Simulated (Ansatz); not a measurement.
# LiZnF3 in R-3c, a phase reached by a soft mode: following an unstable mode, part 3 of 3

Aim: this structure of LiZnF3 in R-3c, a phase reached by a soft mode is to be tested for unstable modes, and one is followed downhill.

Ansatz 0.2.0; DFT PBEsol, scalar-relativistic, plane waves, PAW; PAW set soft_1.

So far. Step 5 (Energy along the mode, all amplitudes (two of the runs …): The lowest of the steps tried is the last one, at 0.6 Å, 15.2 meV/atom below the parent; the bottom of the well need not coincide with a step. Step 7 (The new phase in its own primitive cell): The largest force component left is 0.64 meV/Å and the pressure is 0.002 GPa, within the tolerances set. The cell now holds 10.30 Å³/atom.

The structure was built from a prototype and need not be the compound's stable phase.

## (8) Modes of the new phase

A relaxed structure may still be a saddle point, so its zone-centre modes are computed. The response to a homogeneous field gives the Born charges and the dielectric tensor.

input.yaml

```yaml
crystal:
  lattice:
    - [2.5422815565, 1.467786941, 4.6007918566]
    - [-2.5422815565, 1.467786941, 4.6007918566]
    - [0.0, -2.935573882, 4.6007918566]
  atoms:
    - { symbol: Li, position: [0.2014266177, 0.2014266177, 0.2014266177] }
    - { symbol: Li, position: [0.7014266177, 0.7014266177, 0.7014266177] }
    - { symbol: Zn, position: [0.4941857797, 0.4941857797, 0.4941857797] }
    - { symbol: Zn, position: [0.9941857797, 0.9941857797, 0.9941857797] }
    - { symbol: F, position: [0.4019204343, 0.0933064666, 0.7866218941] }
    - { symbol: F, position: [0.5933064666, 0.9019204343, 0.2866218941] }
    - { symbol: F, position: [0.0933064666, 0.7866218941, 0.4019204343] }
    - { symbol: F, position: [0.9019204343, 0.2866218941, 0.5933064666] }
    - { symbol: F, position: [0.7866218941, 0.4019204343, 0.0933064666] }
    - { symbol: F, position: [0.2866218941, 0.5933064666, 0.9019204343] }
kpoints:
  mp_grid: { grid: [6, 6, 6] }
hamiltonian:
  xc: pbesol
  pseudopotentials: { kind: paw, azcp: { folder: soft_1 }, xc_functional: pbe }
scf:
  occupations: { method: fixed }
output:
  eigenvalues: true
phonons:
  method: dfpt
  dielectric: true
  rigid_motions: translations
```

On the command line:

```console
> ansatz run input.yaml --threads 4 --pin off --max-ram 16384MiB --backend cpu --events-out ev --progress --plain --runs-dir out
```

Numbers of over 12 decimals in the logs are rounded to 6 here.

The log of the run:

```text
[...]
Crystal: 10 atoms, lattice volume = 103.008 Å³
Basis set: ecut = 420 eV, 2049 PW (Γ), exchange–correlation on 80×80×80 points (8 copies of the dense FFT grid, shifted against one another)
Bands: 46, of which v1, the nominal top of the filled ones, is band 36 counted from 1 (35 counted from 0)
Symmetry: 6 space group operations
k-points: 112 of 216 (irreducible under 1 space group operation, time reversal used)
[...]
SCF iter   1: F=—  HF=-11788.654269 eV  |F-HF|=—  |Δ(HF+E_count)|=         —  Δρ=2.00e-1  dr2=2.48e1  ethr=3.10e-3  ⟨swp⟩=4.5  Hψ=21118  notcnv=0  defer=896
[...]
SCF iter  12: F=-11779.273588 eV  HF=-11779.273588 eV  |F-HF|=1.82e-12  |Δ(HF+E_count)|=  1.73e-10  Δρ=1.03e-7  dr2=1.01e-11  ethr=1.00e-12  ⟨swp⟩=13.7  Hψ=35292  notcnv=0
SCF 1 converged in 12 iterations: F = -11779.273588 eV  dr2 = 1.01e-11
[...]
NSCF: frozen V_eff on 6 k-points
[...]
SCF converged after 12 iterations
Free energy (F): -11779.273588 eV
[...]
Internal energy: -11779.273588 eV  (E = F + TS)
E sigma→0 (E₀):  -11779.273588 eV
Fermi energy:    2.926869 eV
[...]
--- Band table (eV; the first three rows and the last of 112) ---
  k-point 0: bands = [... 32 lower, 2.0524, 2.0524, 2.9269, 2.9269, 7.2655, 11.9512, 13.6233, 14.8214, ... 6 higher]
  k-point 1: bands = [... 32 lower, 2.0448, 2.1164, 2.8381, 2.8420, 7.6729, 11.8599, 13.3948, 14.2114, ... 6 higher]
  k-point 2: bands = [... 32 lower, 2.0809, 2.2487, 2.5863, 2.6487, 8.6650, 11.0787, 13.6623, 13.6698, ... 6 higher]
  k-point 111: bands = [... 32 lower, 2.3530, 2.3530, 2.3530, 2.3530, 9.6301, 9.6301, 14.0990, 14.0990, ... 6 higher]
[...]
ASR residual: 4.697e-5 → 0.000e0 eV/Å²; symmetrization residual: 1.167e-4 eV/Å²
[...]
ε∞ (high-frequency dielectric tensor):
        2.414441     0.000000    -0.000000
        0.000000     2.414441    -0.000000
        0.000000    -0.000000     2.414574
  ε⁰ (static dielectric tensor: ions relaxed, cell fixed):
        8.068545    -0.000000     0.000000
       -0.000000     8.068545    -0.000000
        0.000000    -0.000000    11.115428
  ε⁰ − ε∞ (ionic part):
        5.654103    -0.000000     0.000000
       -0.000000     5.654103    -0.000000
        0.000000    -0.000000     8.700854
[...]
Born effective charges Z* (e; rows j = field, columns β = displacement):
    site 0:
         1.09615   -0.03975    0.00000
         0.03975    1.09615   -0.00000
        -0.00000   -0.00000    1.05070
    site 1:
         1.09615    0.03975   -0.00000
        -0.03975    1.09615   -0.00000
         0.00000   -0.00000    1.05070
    site 2:
         2.25073    0.14607   -0.00000
        -0.14607    2.25073   -0.00000
         0.00000   -0.00000    2.26688
    site 3:
         2.25073   -0.14607    0.00000
         0.14607    2.25073   -0.00000
        -0.00000   -0.00000    2.26688
    site 4:
        -0.97316    0.00722    0.06212
         0.00004   -1.25809   -0.31323
         0.08422   -0.33158   -1.10586
    site 5:
        -0.97316   -0.00722   -0.06212
        -0.00004   -1.25809   -0.31323
        -0.08422   -0.33158   -1.10586
    site 6:
        -1.19000    0.12515   -0.30232
         0.11798   -1.04125    0.10282
        -0.32926    0.09285   -1.10586
    site 7:
        -1.18371    0.12161   -0.24021
         0.12878   -1.04754    0.21041
        -0.24504    0.23872   -1.10586
    site 8:
        -1.18371   -0.12161    0.24021
        -0.12878   -1.04754    0.21041
         0.24504    0.23872   -1.10586
    site 9:
        -1.19000   -0.12515    0.30232
        -0.11798   -1.04125    0.10282
         0.32926    0.09285   -1.10586
  Z* charge neutrality: 2.523e-5 e pre-enforcement
[...]
optical modes at Γ without the LO–TO term, one row a degenerate level:
      ω (cm⁻¹)  modes    IR ((D/Å)²/amu)
        145.14      2             2.7778
[...]
optical modes at Γ + LO–TO along q̂ = [1.0000, 0.0000, 0.0000]:
      ω (cm⁻¹)  modes    IR ((D/Å)²/amu)
[...]
optical modes at Γ + LO–TO along q̂ = [0.0000, 1.0000, 0.0000]:
      ω (cm⁻¹)  modes    IR ((D/Å)²/amu)
[...]
optical modes at Γ + LO–TO along q̂ = [0.0000, 0.0000, 1.0000]:
      ω (cm⁻¹)  modes    IR ((D/Å)²/amu)
[...]
254.74      1             0.0000
        271.96      2             2.3467
        275.69      1             0.1680
        315.47      1             0.0000
        316.47      2             0.0226
        326.67      1             0.9510
        352.94      2            23.5469
        381.04      1             0.0000
        392.17      2             2.8876
        419.15      2             4.2045
        479.77      1             0.0000
        522.89      1            19.0819
```

Elapsed: 2.6 min, on 4 threads of Intel Xeon Platinum 8375C at 2.90GHz (Ice Lake), shared host; peak memory 2.4 GiB.

Numbers from this step:

```
sum-rule residual before enforcement                    : 4.70e-5 eV/Å²
miss of the charge sum rule                             : 2.52e-5 e
point group                                             : 3m
highest optical mode at the zone centre (no LO-TO term) : 479.8 cm⁻¹
lowest optical zone-centre mode                         : 145.1 cm⁻¹
mean high-frequency dielectric constant                 : 2.414
largest Born charge (third of the trace)                : 2.256 e
mean static dielectric constant                         : 9.084
top of the zone-centre spectrum with the field          : 548.4 cm⁻¹
```

Without the LO-TO term. Patterns of degenerate modes are one choice out of their space. The modes at Γ (shares of kinetic energy by element, %):

| mode | frequency (cm⁻¹) | symmetry | Li % | Zn % | F % |
| --- | --- | --- | --- | --- | --- |
| 1 | 0.0 | acoustic | 5 | 51 | 44 |
| 2 | 0.0 | acoustic | 5 | 51 | 44 |
| 3 | 0.0 | acoustic | 5 | 51 | 44 |
| 4 | 145.1 | E | 5 | 5 | 90 |
| 5 | 145.1 | E | 5 | 5 | 90 |
| 6 | 153.3 | A2 | 17 | 72 | 11 |
| 7 | 167.9 | A1 | 1 | 35 | 64 |
| 8 | 170.3 | E | 1 | 28 | 71 |
| 9 | 170.3 | E | 1 | 28 | 71 |
| 10 | 181.7 | E | 2 | 54 | 44 |
| 11 | 181.7 | E | 2 | 54 | 44 |
| 12 | 229.6 | E | 0 | 21 | 79 |
| 13 | 229.6 | E | 0 | 21 | 79 |
| 14 | 254.7 | A2 | 12 | 0 | 88 |
| 15 | 263.7 | A1 | 54 | 5 | 40 |
| 16 | 272.0 | E | 4 | 14 | 82 |
| 17 | 272.0 | E | 4 | 14 | 82 |
| 18 | 293.5 | A1 | 38 | 2 | 61 |
| 19 | 315.5 | A2 | 3 | 17 | 80 |
| 20 | 316.5 | E | 12 | 15 | 72 |
| 21 | 316.5 | E | 12 | 15 | 72 |
| 22 | 352.9 | E | 76 | 2 | 22 |
| 23 | 352.9 | E | 76 | 2 | 22 |
| 24 | 381.0 | A2 | 67 | 11 | 22 |
| 25 | 381.4 | A1 | 2 | 7 | 91 |
| 26 | 392.2 | E | 90 | 3 | 7 |
| 27 | 392.2 | E | 90 | 3 | 7 |
| 28 | 419.1 | E | 3 | 8 | 89 |
| 29 | 419.1 | E | 3 | 8 | 89 |
| 30 | 479.8 | A2 | 0 | 0 | 100 |

Displacements in mode 4 (145.1 cm⁻¹), the largest set to 1:
```
Li1  0.00 -0.63  0.00
Li2  0.55  0.30  0.00
Zn3  0.10 -0.19  0.00
Zn4  0.21  0.01  0.00
F5   0.29  0.53 -0.79
F6   0.13  0.23 -0.23
F7  -0.56  0.50  0.99
F8  -0.72  0.23  1.00
F9  -0.11 -0.22 -0.20
F10 -0.30 -0.51 -0.77
```

Displacements in mode 16 (272.0 cm⁻¹), the largest set to 1:
```
Li1 -0.17  0.62  0.00
Li2  0.52  0.38  0.00
Zn3 -0.30 -0.23  0.00
Zn4  0.09 -0.37  0.00
F5   1.00  0.28 -0.06
F6  -0.82  0.32  0.50
F7   0.22  0.40  0.81
F8  -0.06  0.13 -0.90
F9   0.51 -0.33 -0.75
F10 -0.28  0.89  0.40
```

Optical modes at the zone centre, without and with the macroscopic field of the longitudinal modes; each column is sorted by frequency, so a row need not hold one and the same mode. Modes with and without the field, by row:

| rank among optical modes | no field (cm⁻¹) | q along (1, 0, 0) (cm⁻¹) | q along (0, 0, 1) (cm⁻¹) |
| --- | --- | --- | --- |
| 1 | 145.1 | 145.1 | 145.1 |
| 2 | 145.1 | 153.3 | 145.1 |
| 3 | 153.3 | 154.6 | 153.3 |
| 4 | 167.9 | 167.9 | 170.3 |
| 5 | 170.3 | 170.3 | 170.3 |
| 6 | 170.3 | 171.3 | 181.7 |
| 7 | 181.7 | 181.7 | 181.7 |
| 8 | 181.7 | 189.5 | 225.8 |
| 9 | 229.6 | 229.6 | 229.6 |
| 10 | 229.6 | 243.5 | 229.6 |
| 11 | 254.7 | 254.7 | 254.7 |
| 12 | 263.7 | 263.7 | 272 |
| 13 | 272 | 272 | 272 |
| 14 | 272 | 279.6 | 275.7 |
| 15 | 293.5 | 293.5 | 315.5 |
| 16 | 315.5 | 315.5 | 316.5 |
| 17 | 316.5 | 316.5 | 316.5 |
| 18 | 316.5 | 316.5 | 326.7 |
| 19 | 352.9 | 352.9 | 352.9 |
| 20 | 352.9 | 381 | 352.9 |
| 21 | 381 | 381.4 | 381 |
| 22 | 381.4 | 386.6 | 392.2 |
| 23 | 392.2 | 392.2 | 392.2 |
| 24 | 392.2 | 410.6 | 419.1 |
| 25 | 419.1 | 419.1 | 419.1 |
| 26 | 419.1 | 479.8 | 479.8 |
| 27 | 479.8 | 548.4 | 522.9 |

Born charge (rows field, columns displacement) (e), principal values of the symmetric part by kind of site:

| atom | atoms with these values | low | middle | high | mean |
| --- | --- | --- | --- | --- | --- |
| Li1 | 2 | 1.05 | 1.10 | 1.10 | 1.08 |
| Zn3 | 2 | 2.25 | 2.25 | 2.27 | 2.26 |
| F5 | 6 | -1.52 | -0.99 | -0.83 | -1.11 |

In full for Zn3:

```
 2.25  0.15  0.00
-0.15  2.25  0.00
 0.00  0.00  2.27
```

High-frequency dielectric tensor:

```
2.41 0.00 0.00
0.00 2.41 0.00
0.00 0.00 2.41
```

Static dielectric tensor (ions relaxed, fixed cell):

```
 8.07  0.00  0.00
 0.00  8.07  0.00
 0.00  0.00 11.12
```

Transverse modes. Infrared lines, with heights relative to the strongest:

| position (cm⁻¹) | lines merged | relative intensity |
| --- | --- | --- |
| 145 | 1 | 12 |
| 153 | 1 | 0.0 |
| 168 | 1 | 37 |
| 170 | 1 | 1.3 |
| 182 | 1 | 7.9 |
| 230 | 1 | 19 |
| 255 | 1 | 0.0 |
| 264 | 1 | 8.6 |
| 272 | 1 | 10 |
| 294 | 1 | 12 |
| 316 | 2 | 0.1 |
| 353 | 1 | 100 |
| 381 | 2 | 31 |
| 392 | 1 | 12 |
| 419 | 1 | 18 |
| 480 | 1 | 0.0 |

Before it was imposed, the acoustic sum rule was missed by 4.7e-5 eV/Å² and the charge sum rule by 2.5e-5 e. Small misses are needed for a sound result but don't prove that mesh and cutoff are converged. The lowest optical mode is real, 145 cm⁻¹.

## (9) The phases reached

The phases reached along the modes that were followed are set side by side.

Energies are those of the first relaxation, on the mesh of the frozen mode; space group, volume and gap are those of the last relaxation. Phases, by row:

| mode frozen in | space group | energy from parent (meV/atom) | volume (Å³/atom) | gap on mesh (eV) | lowest zone-centre optical mode (cm⁻¹) | largest shift (Å) |
| --- | --- | --- | --- | --- | --- | --- |
| parent | R-3c | 0 | 10.74 | 4.159 | – | – |
| q = (0, 0, 0), 154i cm⁻¹ | R3c | -22.93 | 10.3 | 4.339 | 145.1 | 0.608 |

## (10) Outcome

| Item | Value |
| --- | --- |
| unstable mode of the parent | q = (0, 0, 0), 154i cm⁻¹ |
| depth at the lowest point sampled | 15.2 meV/atom |
| largest atomic shift at that point | 0.6 Å |
| space group reached (within 0.01 Å) | R3c |
| energy gained over the parent (first relaxation, on the mesh of the frozen mode) | 22.9 meV/atom |
| volume per atom, phase reached | 10.3 Å³ |
| gap on the k-mesh, phase reached | 4.34 eV |
| lowest optical zone-centre mode, phase reached | 145 cm⁻¹ |
| highest optical mode at the zone centre (no LO-TO term), phase reached | 480 cm⁻¹ |

In words: Along this mode the structure falls into R3c, 22.9 meV/atom below the parent. At the parent's cell the well is 15.23 meV/atom deep on the steps tried, with its lowest point at a shift of 0.6 Å. That is the last step tried, so the steps alone don't bracket the bottom of the well. Relaxing atoms and cell changes the gain by +7.69 meV/atom against the lowest step (energies at zero smearing). The new phase has no imaginary mode at the zone centre of its cell; other wavevectors were not checked. Each path keeps the symmetry of its pattern, so a lower phase may lie along a pattern not tried. The PAW files were made for PBE and serve the other functionals too. The starting cell was built on a prototype and not taken from a measurement, so the phase need not exist.

[Logs are printed without paths, hosts, clocks, repeated set-up lines and the standing remarks that a program may print on its own settings, such as how far it seeks lower states.]

[Hosts, paths, dates, database ids (printed as entryN), source tags and the programs' standing remarks are cut or masked in the printed files.]
